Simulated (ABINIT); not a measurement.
# Converging GW for Al2O3 (Corundum) in ABINIT, part 2 of 2

Aim: raise bands and screening cutoff together for Al2O3 (Corundum) and follow gap and time.

ABINIT 10.8.3; PBE and many-body steps on it, plane waves. Known limits of the many-body steps: not at the basis limit.

So far. Step 3 (Screening, 4×4×4 mesh, 101 bands, screening to 68.6 eV): Local fields lower ε∞ by 5 %. Step 4 (101 bands, 68.6 eV): The gap on the mesh goes from 6.27 eV to 8.32 eV, a correction of +2.06 eV.

### 6. 141 bands, 90.6 eV

This step: G0W0 on PBE, plane waves, norm-conserving pseudopotentials.

run.abi

```
acell 3*1.0 Angstrom
rprim 
  2.380249999995 1.374237978213 4.331866666707
  -2.380249999995 1.374237978213 4.331866666707
  -0.000000000000 -2.748475956495 4.331866666685
ntypat 2
znucl 13 8
natom 10
typat 1 1 1 1 2 2 2 2 2 2
xred 
  0.352160000000 0.352160000000 0.352160000000
  0.147840000000 0.147840000000 0.147840000000
  0.647840000000 0.647840000000 0.647840000000
  0.852160000000 0.852160000000 0.852160000000
  0.556680000000 0.943320000000 0.250000000000
  0.250000000000 0.556680000000 0.943320000000
  0.943320000000 0.250000000000 0.556680000000
  0.443320000000 0.056680000000 0.750000000000
  0.750000000000 0.443320000000 0.056680000000
  0.056680000000 0.750000000000 0.443320000000
pp_dirpath "pseudos"
pseudos "Al.upf, O.upf"
ecut 36
ngkpt 4 4 4
nshiftk 1
shiftk 0 0 0
kptopt 1
chksymbreak 0
istwfk *1
occopt 1
irdwfk 1
optdriver 4
nband 141
gwcalctyp 0
ecutsigx 36
symsigma 1
nkptgw 4
kptgw 
  0.0000000000 0.0000000000 0.0000000000
  0.5000000000 0.0000000000 0.0000000000
  0.5000000000 0.5000000000 0.0000000000
  0.5000000000 0.5000000000 0.5000000000
bdgw 
  22 26
  23 26
  23 26
  21 26
ecuteps 3.33
irdscr 1
ppmodel 1
indata_prefix "in"
outdata_prefix "out"
tmpdata_prefix "tmp"
```

The run is started by

```bash
OMP_NUM_THREADS=1 mpirun -n 4 abinit run.abi > log
```

Numbers of over 12 decimals in the logs are rounded to 6 here.

What it wrote:

```text
.Version 10.8.3 of ABINIT. v10.8.2 released Aug 2026.

 Symmetries : space group R-3 c (#167); Bravais hR (rhombohedral)
[... echo of the input left out ...]
== DATASET  1 ==================================================================
-   mpi_nproc: 4, omp_nthreads: 1 (-1 if OMP is not activated)

--- !DatasetInfo
iteration_state: {dtset: 1, }
dimensions: {natom: 10, nkpt: 13, mband: 141, nsppol: 1, nspinor: 1, nspden: 1, mpw: 5940, }
cutoff_energies: {ecut:  36.0, pawecutdg:  -1.0, }
electrons: {nelect:   4.80000000E+01, charge:   0.00000000E+00, occopt:   1.00000000E+00, tsmear:   1.00000000E-02, }

 SIGMA: Calculation of the GW corrections

 Based on a program developped by R.W. Godby, V. Olevano, G. Onida, and L. Reining.
 Incorporated in ABINIT by V. Olevano, G.-M. Rignanese, and M. Torrent.
.Using double precision arithmetic ; gwpc =  8

[... cell and pseudopotentials left out ...]
--------------------------------------------------------------------------------

 ==== K-mesh for the wavefunctions ====
 Number of points in the irreducible wedge :    13
[... list of points left out ...]
 Together with 12 symmetry operations and time-reversal symmetry
 yields    64 points in the full Brillouin Zone.

 ==== Q-mesh for screening function ====
 Number of points in the irreducible wedge :    13
[... list of points left out ...]
 Together with 12 symmetry operations and time-reversal symmetry
 yields    64 points in the full Brillouin Zone.

 vcoul_init : cutoff-mode = AUXILIARY_FUNCTION
 q-points for optical limit:   1
     1)      0.000010    0.000020    0.000030
 setmesh: FFT mesh size selected  =    54x   54x   54
          total number of points  =       157464

 Number of electrons calculated from density =   48.0000; Expected =   48.0000
[...]
matrix elements of self-energy operator (all in [eV])

 Perturbative Calculation

--- !SelfEnergy_ee
iteration_state: {dtset: 1, }
kpoint     : [   0.000,    0.000,    0.000, ]
spin       : 1
KS_gap     :    6.266
QP_gap     :    8.309
Delta_QP_KS:    2.043
data: !SigmaeeData |
     Band     E0 <VxcDFT>   SigX SigC(E0)      Z dSigC/dE  Sig(E)    E-E0       E
       22   5.137 -20.467 -25.963   4.371   0.821  -0.218 -21.390  -0.923   4.214
       23   5.137 -20.467 -25.963   4.371   0.821  -0.218 -21.390  -0.923   4.214
       24   5.182 -20.398 -25.833   4.360   0.820  -0.219 -21.280  -0.882   4.300
[...]
--- !SelfEnergy_ee
iteration_state: {dtset: 1, }
kpoint     : [   0.500,    0.000,    0.000, ]
spin       : 1
KS_gap     :    9.763
QP_gap     :   12.413
Delta_QP_KS:    2.650
data: !SigmaeeData |
     Band     E0 <VxcDFT>   SigX SigC(E0)      Z dSigC/dE  Sig(E)    E-E0       E
[...]
--- !SelfEnergy_ee
iteration_state: {dtset: 1, }
kpoint     : [   0.500,    0.500,    0.000, ]
spin       : 1
KS_gap     :    9.934
QP_gap     :   12.238
Delta_QP_KS:    2.304
data: !SigmaeeData |
     Band     E0 <VxcDFT>   SigX SigC(E0)      Z dSigC/dE  Sig(E)    E-E0       E
[...]
--- !SelfEnergy_ee
iteration_state: {dtset: 1, }
kpoint     : [   0.500,    0.500,    0.500, ]
spin       : 1
KS_gap     :    9.087
QP_gap     :   11.568
Delta_QP_KS:    2.481
data: !SigmaeeData |
     Band     E0 <VxcDFT>   SigX SigC(E0)      Z dSigC/dE  Sig(E)    E-E0       E
[...]
25  13.889 -13.834  -8.419  -3.691   0.852  -0.173 -12.365   1.469  15.359
       26  13.889 -13.834  -8.419  -3.691   0.852  -0.173 -12.365   1.469  15.359

== END DATASET(S) ==============================================================
================================================================================

 -outvars: echo values of variables after computation  --------
           etotal      0.0000000000E+00
            nband         141
             nkpt          13
          spgroup         167
 [... the other variables as echoed above ...]

 Calculation completed.
```

The job ended after 30 s (4 MPI ranks of Arm Neoverse V1, shared host; peak memory 2 GiB).

Numbers from this step:

```
G0W0 gap on the mesh                         : 8.309 eV
starting gap on the mesh                     : 6.266 eV
k of the valence top                         : 0, 0, 0
k of the conduction bottom                   : 0, 0, 0
Z at the valence top                         : 0.82
Z at the conduction bottom                   : 0.857
least direct G0W0 gap on the computed points : 8.309 eV
```

Against G0W0 in ABINIT (4×4×4 mesh, 101 bands, screening to 68.6 eV, Godby-Needs plasmon pole), the gap moves by −0.013 eV.

### 7. Screening, 4×4×4 mesh, 205 bands, screening to 120.8 eV

This step: RPA screening on PBE, plane waves, norm-conserving pseudopotentials.

Edit run.abi of step 6 so:

```diff
@@ -31,21 +31,8 @@
 irdwfk 1
-optdriver 4
-nband 141
-gwcalctyp 0
-ecutsigx 36
-symsigma 1
-nkptgw 4
-kptgw 
-  0.0000000000 0.0000000000 0.0000000000
-  0.5000000000 0.0000000000 0.0000000000
-  0.5000000000 0.5000000000 0.0000000000
-  0.5000000000 0.5000000000 0.5000000000
-bdgw 
-  22 26
-  23 26
-  23 26
-  21 26
-ecuteps 3.33
-irdscr 1
-ppmodel 1
+optdriver 3
+nband 205
+ecuteps 4.44
+inclvkb 2
+awtr 1
+symchi 1
 indata_prefix "in"
```

What it wrote:

```text
.Version 10.8.3 of ABINIT. v10.8.2 released Aug 2026.

 Symmetries : space group R-3 c (#167); Bravais hR (rhombohedral)
[... echo of the input left out ...]
== DATASET  1 ==================================================================
-   mpi_nproc: 4, omp_nthreads: 1 (-1 if OMP is not activated)

--- !DatasetInfo
iteration_state: {dtset: 1, }
dimensions: {natom: 10, nkpt: 13, mband: 205, nsppol: 1, nspinor: 1, nspden: 1, mpw: 5940, }
cutoff_energies: {ecut:  36.0, pawecutdg:  -1.0, }
[...]
--------------------------------------------------------------------------------
[... chi0 elements left out ...]
 For q-point:  0.000010 0.000020 0.000030
  dielectric constant =   3.0397
  dielectric constant without local fields =   3.2594

  Average fulfillment of the sum rule on Im[epsilon] for q-point    1 :     72.49  [%]
[... wings left out ...]
  q-point number  2        q = ( 0.250000, 0.000000, 0.000000) [r.l.u.]
--------------------------------------------------------------------------------
[... chi0 elements left out ...]
  Average fulfillment of the sum rule on Im[epsilon] for q-point    2 :     79.73  [%]

 [... 11 further q-points ...]
```

The job ended after 8.5 min (4 MPI ranks; peak memory 3.4 GiB).

This step gave:

```yaml
eps_infinity_with_local_fields_on_this_mesh_along_the_program_s_q_direction: 3.040
the_same_without_local_fields: 3.259
plasma_frequency: 27.90 eV
plane_waves_in_the_screening_matrix: 277
```

### 8. 205 bands, 120.8 eV

This step: G0W0 on PBE, plane waves, norm-conserving pseudopotentials.

Edit run.abi of step 7 so:

```diff
@@ -31,8 +31,21 @@
 irdwfk 1
-optdriver 3
+optdriver 4
 nband 205
+gwcalctyp 0
+ecutsigx 36
+symsigma 1
+nkptgw 4
+kptgw 
+  0.0000000000 0.0000000000 0.0000000000
+  0.5000000000 0.0000000000 0.0000000000
+  0.5000000000 0.5000000000 0.0000000000
+  0.5000000000 0.5000000000 0.5000000000
+bdgw 
+  22 26
+  23 26
+  23 26
+  21 26
 ecuteps 4.44
-inclvkb 2
-awtr 1
-symchi 1
+irdscr 1
+ppmodel 1
 indata_prefix "in"
```

What it wrote:

```text
.Version 10.8.3 of ABINIT. v10.8.2 released Aug 2026.

 Symmetries : space group R-3 c (#167); Bravais hR (rhombohedral)
[... echo of the input left out ...]
== DATASET  1 ==================================================================
-   mpi_nproc: 4, omp_nthreads: 1 (-1 if OMP is not activated)

--- !DatasetInfo
iteration_state: {dtset: 1, }
dimensions: {natom: 10, nkpt: 13, mband: 205, nsppol: 1, nspinor: 1, nspden: 1, mpw: 5940, }
cutoff_energies: {ecut:  36.0, pawecutdg:  -1.0, }
[...]
Band     E0 <VxcDFT>   SigX SigC(E0)      Z dSigC/dE  Sig(E)    E-E0       E
[...]
25  13.889 -13.834  -8.419  -3.813   0.850  -0.177 -12.473   1.362  15.251
       26  13.889 -13.834  -8.419  -3.813   0.850  -0.177 -12.473   1.362  15.251

== END DATASET(S) ==============================================================
================================================================================

 -outvars: echo values of variables after computation  --------
           etotal      0.0000000000E+00
            nband         205
             nkpt          13
          spgroup         167
 [... the other variables as echoed above ...]

 Calculation completed.
```

Run time: 77 s. Hardware: 4 MPI ranks; peak memory 2.8 GiB; 5.1 min of CPU time.

This step gave:

```
G0W0 gap on the mesh                         : 8.457 eV
starting gap on the mesh                     : 6.266 eV
k of the valence top                         : 0, 0, 0
k of the conduction bottom                   : 0, 0, 0
least direct G0W0 gap on the computed points : 8.457 eV
```

Against G0W0 in ABINIT (4×4×4 mesh, 141 bands, screening to 90.6 eV, Godby-Needs plasmon pole), the gap moves by +0.148 eV.

### 9. Screening, 4×4×4 mesh, 293 bands, screening to 157 eV

This step: RPA screening on PBE, plane waves, norm-conserving pseudopotentials.

Edit run.abi of step 8 so:

```diff
@@ -31,21 +31,8 @@
 irdwfk 1
-optdriver 4
-nband 205
-gwcalctyp 0
-ecutsigx 36
-symsigma 1
-nkptgw 4
-kptgw 
-  0.0000000000 0.0000000000 0.0000000000
-  0.5000000000 0.0000000000 0.0000000000
-  0.5000000000 0.5000000000 0.0000000000
-  0.5000000000 0.5000000000 0.5000000000
-bdgw 
-  22 26
-  23 26
-  23 26
-  21 26
-ecuteps 4.44
-irdscr 1
-ppmodel 1
+optdriver 3
+nband 293
+ecuteps 5.77
+inclvkb 2
+awtr 1
+symchi 1
 indata_prefix "in"
```

What it wrote:

```text
.Version 10.8.3 of ABINIT. v10.8.2 released Aug 2026.

 Symmetries : space group R-3 c (#167); Bravais hR (rhombohedral)
[... echo of the input left out ...]
== DATASET  1 ==================================================================
-   mpi_nproc: 4, omp_nthreads: 1 (-1 if OMP is not activated)

--- !DatasetInfo
iteration_state: {dtset: 1, }
dimensions: {natom: 10, nkpt: 13, mband: 293, nsppol: 1, nspinor: 1, nspden: 1, mpw: 5940, }
cutoff_energies: {ecut:  36.0, pawecutdg:  -1.0, }
[...]
--------------------------------------------------------------------------------
[... chi0 elements left out ...]
 For q-point:  0.000010 0.000020 0.000030
  dielectric constant =   3.0339
  dielectric constant without local fields =   3.2624

  Average fulfillment of the sum rule on Im[epsilon] for q-point    1 :     80.35  [%]
[... wings left out ...]
  q-point number  2        q = ( 0.250000, 0.000000, 0.000000) [r.l.u.]
--------------------------------------------------------------------------------
[... chi0 elements left out ...]
  Average fulfillment of the sum rule on Im[epsilon] for q-point    2 :     85.63  [%]

 [... 11 further q-points ...]
```

Wall time 18 min (4 MPI ranks); peak memory 5.6 GiB.

Numbers from this step:

| Property | Result |
| --- | --- |
| ε∞ with local fields, on this mesh, along the program's q direction | 3.034 |
| the same without local fields | 3.262 |
| plasma frequency | 27.90 eV |
| plane waves in the screening matrix | 381 |

### 10. 293 bands, 157 eV

This step: G0W0 on PBE, plane waves, norm-conserving pseudopotentials.

Edit run.abi of step 9 so:

```diff
@@ -31,8 +31,21 @@
 irdwfk 1
-optdriver 3
+optdriver 4
 nband 293
+gwcalctyp 0
+ecutsigx 36
+symsigma 1
+nkptgw 4
+kptgw 
+  0.0000000000 0.0000000000 0.0000000000
+  0.5000000000 0.0000000000 0.0000000000
+  0.5000000000 0.5000000000 0.0000000000
+  0.5000000000 0.5000000000 0.5000000000
+bdgw 
+  22 26
+  23 26
+  23 26
+  21 26
 ecuteps 5.77
-inclvkb 2
-awtr 1
-symchi 1
+irdscr 1
+ppmodel 1
 indata_prefix "in"
```

What it wrote:

```text
.Version 10.8.3 of ABINIT. v10.8.2 released Aug 2026.

 Symmetries : space group R-3 c (#167); Bravais hR (rhombohedral)
[... echo of the input left out ...]
== DATASET  1 ==================================================================
-   mpi_nproc: 4, omp_nthreads: 1 (-1 if OMP is not activated)

--- !DatasetInfo
iteration_state: {dtset: 1, }
dimensions: {natom: 10, nkpt: 13, mband: 293, nsppol: 1, nspinor: 1, nspden: 1, mpw: 5940, }
cutoff_energies: {ecut:  36.0, pawecutdg:  -1.0, }
[...]
Band     E0 <VxcDFT>   SigX SigC(E0)      Z dSigC/dE  Sig(E)    E-E0       E
[...]
25  13.889 -13.834  -8.419  -3.900   0.848  -0.179 -12.549   1.285  15.174
       26  13.889 -13.834  -8.419  -3.900   0.848  -0.179 -12.549   1.285  15.174

== END DATASET(S) ==============================================================
================================================================================

 -outvars: echo values of variables after computation  --------
           etotal      0.0000000000E+00
            nband         293
             nkpt          13
          spgroup         167
 [... the other variables as echoed above ...]

 Calculation completed.
```

It took 3.2 min on 4 MPI ranks; peak memory 4.9 GiB; 13 min of CPU time.

Numbers from this step:

```yaml
g0w0_gap_on_the_mesh: 8.53 eV
starting_gap_on_the_mesh: 6.266 eV
k_of_the_valence_top: 0, 0, 0
k_of_the_conduction_bottom: 0, 0, 0
least_direct_g0w0_gap_on_the_computed_points: 8.53 eV
```

Against G0W0 in ABINIT (4×4×4 mesh, 205 bands, screening to 120.8 eV, Godby-Needs plasmon pole), the gap moves by +0.073 eV.

### 11. Screening, 4×4×4 mesh, 414 bands, screening to 201.4 eV

This step: RPA screening on PBE, plane waves, norm-conserving pseudopotentials.

Edit run.abi of step 10 so:

```diff
@@ -31,21 +31,8 @@
 irdwfk 1
-optdriver 4
-nband 293
-gwcalctyp 0
-ecutsigx 36
-symsigma 1
-nkptgw 4
-kptgw 
-  0.0000000000 0.0000000000 0.0000000000
-  0.5000000000 0.0000000000 0.0000000000
-  0.5000000000 0.5000000000 0.0000000000
-  0.5000000000 0.5000000000 0.5000000000
-bdgw 
-  22 26
-  23 26
-  23 26
-  21 26
-ecuteps 5.77
-irdscr 1
-ppmodel 1
+optdriver 3
+nband 414
+ecuteps 7.4
+inclvkb 2
+awtr 1
+symchi 1
 indata_prefix "in"
```

What it wrote:

```text
.Version 10.8.3 of ABINIT. v10.8.2 released Aug 2026.

 Symmetries : space group R-3 c (#167); Bravais hR (rhombohedral)
[... echo of the input left out ...]
== DATASET  1 ==================================================================
-   mpi_nproc: 4, omp_nthreads: 1 (-1 if OMP is not activated)

--- !DatasetInfo
iteration_state: {dtset: 1, }
dimensions: {natom: 10, nkpt: 13, mband: 414, nsppol: 1, nspinor: 1, nspden: 1, mpw: 5940, }
cutoff_energies: {ecut:  36.0, pawecutdg:  -1.0, }
[...]
--------------------------------------------------------------------------------
[... chi0 elements left out ...]
 For q-point:  0.000010 0.000020 0.000030
  dielectric constant =   3.0301
  dielectric constant without local fields =   3.2638

  Average fulfillment of the sum rule on Im[epsilon] for q-point    1 :     86.26  [%]
[... wings left out ...]
  q-point number  2        q = ( 0.250000, 0.000000, 0.000000) [r.l.u.]
--------------------------------------------------------------------------------
[... chi0 elements left out ...]
  Average fulfillment of the sum rule on Im[epsilon] for q-point    2 :     90.16  [%]

 [... 11 further q-points ...]
```

The job ended after 34 min (4 MPI ranks; peak memory 7.3 GiB).

This step gave:

- ε∞ with local fields, on this mesh, along the program's q direction: 3.030
- the same without local fields: 3.264
- plasma frequency: 27.90 eV
- plane waves in the screening matrix: 551

### 12. 414 bands, 201.4 eV

This step: G0W0 on PBE, plane waves, norm-conserving pseudopotentials.

Edit run.abi of step 11 so:

```diff
@@ -31,8 +31,21 @@
 irdwfk 1
-optdriver 3
+optdriver 4
 nband 414
+gwcalctyp 0
+ecutsigx 36
+symsigma 1
+nkptgw 4
+kptgw 
+  0.0000000000 0.0000000000 0.0000000000
+  0.5000000000 0.0000000000 0.0000000000
+  0.5000000000 0.5000000000 0.0000000000
+  0.5000000000 0.5000000000 0.5000000000
+bdgw 
+  22 26
+  23 26
+  23 26
+  21 26
 ecuteps 7.4
-inclvkb 2
-awtr 1
-symchi 1
+irdscr 1
+ppmodel 1
 indata_prefix "in"
```

What it wrote:

```text
.Version 10.8.3 of ABINIT. v10.8.2 released Aug 2026.

 Symmetries : space group R-3 c (#167); Bravais hR (rhombohedral)
[... echo of the input left out ...]
== DATASET  1 ==================================================================
-   mpi_nproc: 4, omp_nthreads: 1 (-1 if OMP is not activated)

--- !DatasetInfo
iteration_state: {dtset: 1, }
dimensions: {natom: 10, nkpt: 13, mband: 414, nsppol: 1, nspinor: 1, nspden: 1, mpw: 5940, }
cutoff_energies: {ecut:  36.0, pawecutdg:  -1.0, }
[...]
Band     E0 <VxcDFT>   SigX SigC(E0)      Z dSigC/dE  Sig(E)    E-E0       E
[...]
25  13.889 -13.834  -8.419  -3.974   0.847  -0.181 -12.614   1.220  15.109
       26  13.889 -13.834  -8.419  -3.974   0.847  -0.181 -12.614   1.220  15.109

== END DATASET(S) ==============================================================
================================================================================

 -outvars: echo values of variables after computation  --------
           etotal      0.0000000000E+00
            nband         414
             nkpt          13
          spgroup         167
 [... the other variables as echoed above ...]

 Calculation completed.
```

Elapsed: 8.5 min, on 4 MPI ranks; peak memory 7.1 GiB.

This step gave:

```yaml
g0w0_gap_on_the_mesh: 8.603 eV
starting_gap_on_the_mesh: 6.266 eV
k_of_the_valence_top: 0, 0, 0
k_of_the_conduction_bottom: 0, 0, 0
least_direct_g0w0_gap_on_the_computed_points: 8.603 eV
```

Against G0W0 in ABINIT (4×4×4 mesh, 293 bands, screening to 157 eV, Godby-Needs plasmon pole), the gap moves by +0.073 eV.

### 13. Side by side

Times are wall times on 4 MPI ranks of Arm Neoverse V1, shared host, good to a factor of about two. A run's time includes the screening step that it read.

| run | mesh | bands | screening cutoff (eV) | DFT gap (eV) | gap on the mesh (eV) | direct (eV) | ε∞ used | time |
| --- | --- | --- | --- | --- | --- | --- | --- | --- |
| 101 bands, 68.6 eV | 4×4×4 | 101 | 68.6 | 6.266 | 8.322 | 8.322 | 3.08 | 3.6 min |
| 141 bands, 90.6 eV | 4×4×4 | 141 | 90.6 | 6.266 | 8.309 | 8.309 | 3.08 | 5.6 min |
| 205 bands, 120.8 eV | 4×4×4 | 205 | 120.8 | 6.266 | 8.457 | 8.457 | 3.04 | 9.8 min |
| 293 bands, 157 eV | 4×4×4 | 293 | 157 | 6.266 | 8.530 | 8.530 | 3.03 | 21 min |
| 414 bands, 201.4 eV | 4×4×4 | 414 | 201.4 | 6.266 | 8.603 | 8.603 | 3.03 | 43 min |

### 14. What came out

```yaml
101_bands_68p6_ev: 8.322 eV
141_bands_90p6_ev: 8.309 eV
205_bands_120p8_ev: 8.457 eV
293_bands_157_ev: 8.530 eV
414_bands_201p4_ev: 8.603 eV
known_limits: not at the basis limit
```

From the first rung to the last the gap moves by +0.28 eV for 12 times the time. The steps are not yet shrinking, so no limit is drawn.

[Paths, hosts, dates, memory and timing lines, banners, echoed tables and standing remarks are left out of the program output.]

[Logs are printed without paths, hosts, clocks, repeated set-up lines and the standing remarks that a program may print on its own settings, such as how far it seeks lower states.]

[Runs of the session that timed out or met a known fault of the program may be left out.]

[Hosts, paths, dates, database ids (printed as entryN), source tags and the programs' standing remarks are cut or masked in the printed files.]

[G0W0 gaps are taken among the corrected bands and points alone; a level outside them can change the order at an edge.]

[Where Ansatz stands beside ABINIT at settings called matched, ABINIT's density can come from a denser mesh and the files from another edition; pairs whose starting gaps differed by over 0.03 eV were left out, so agreement reads better than it is.]
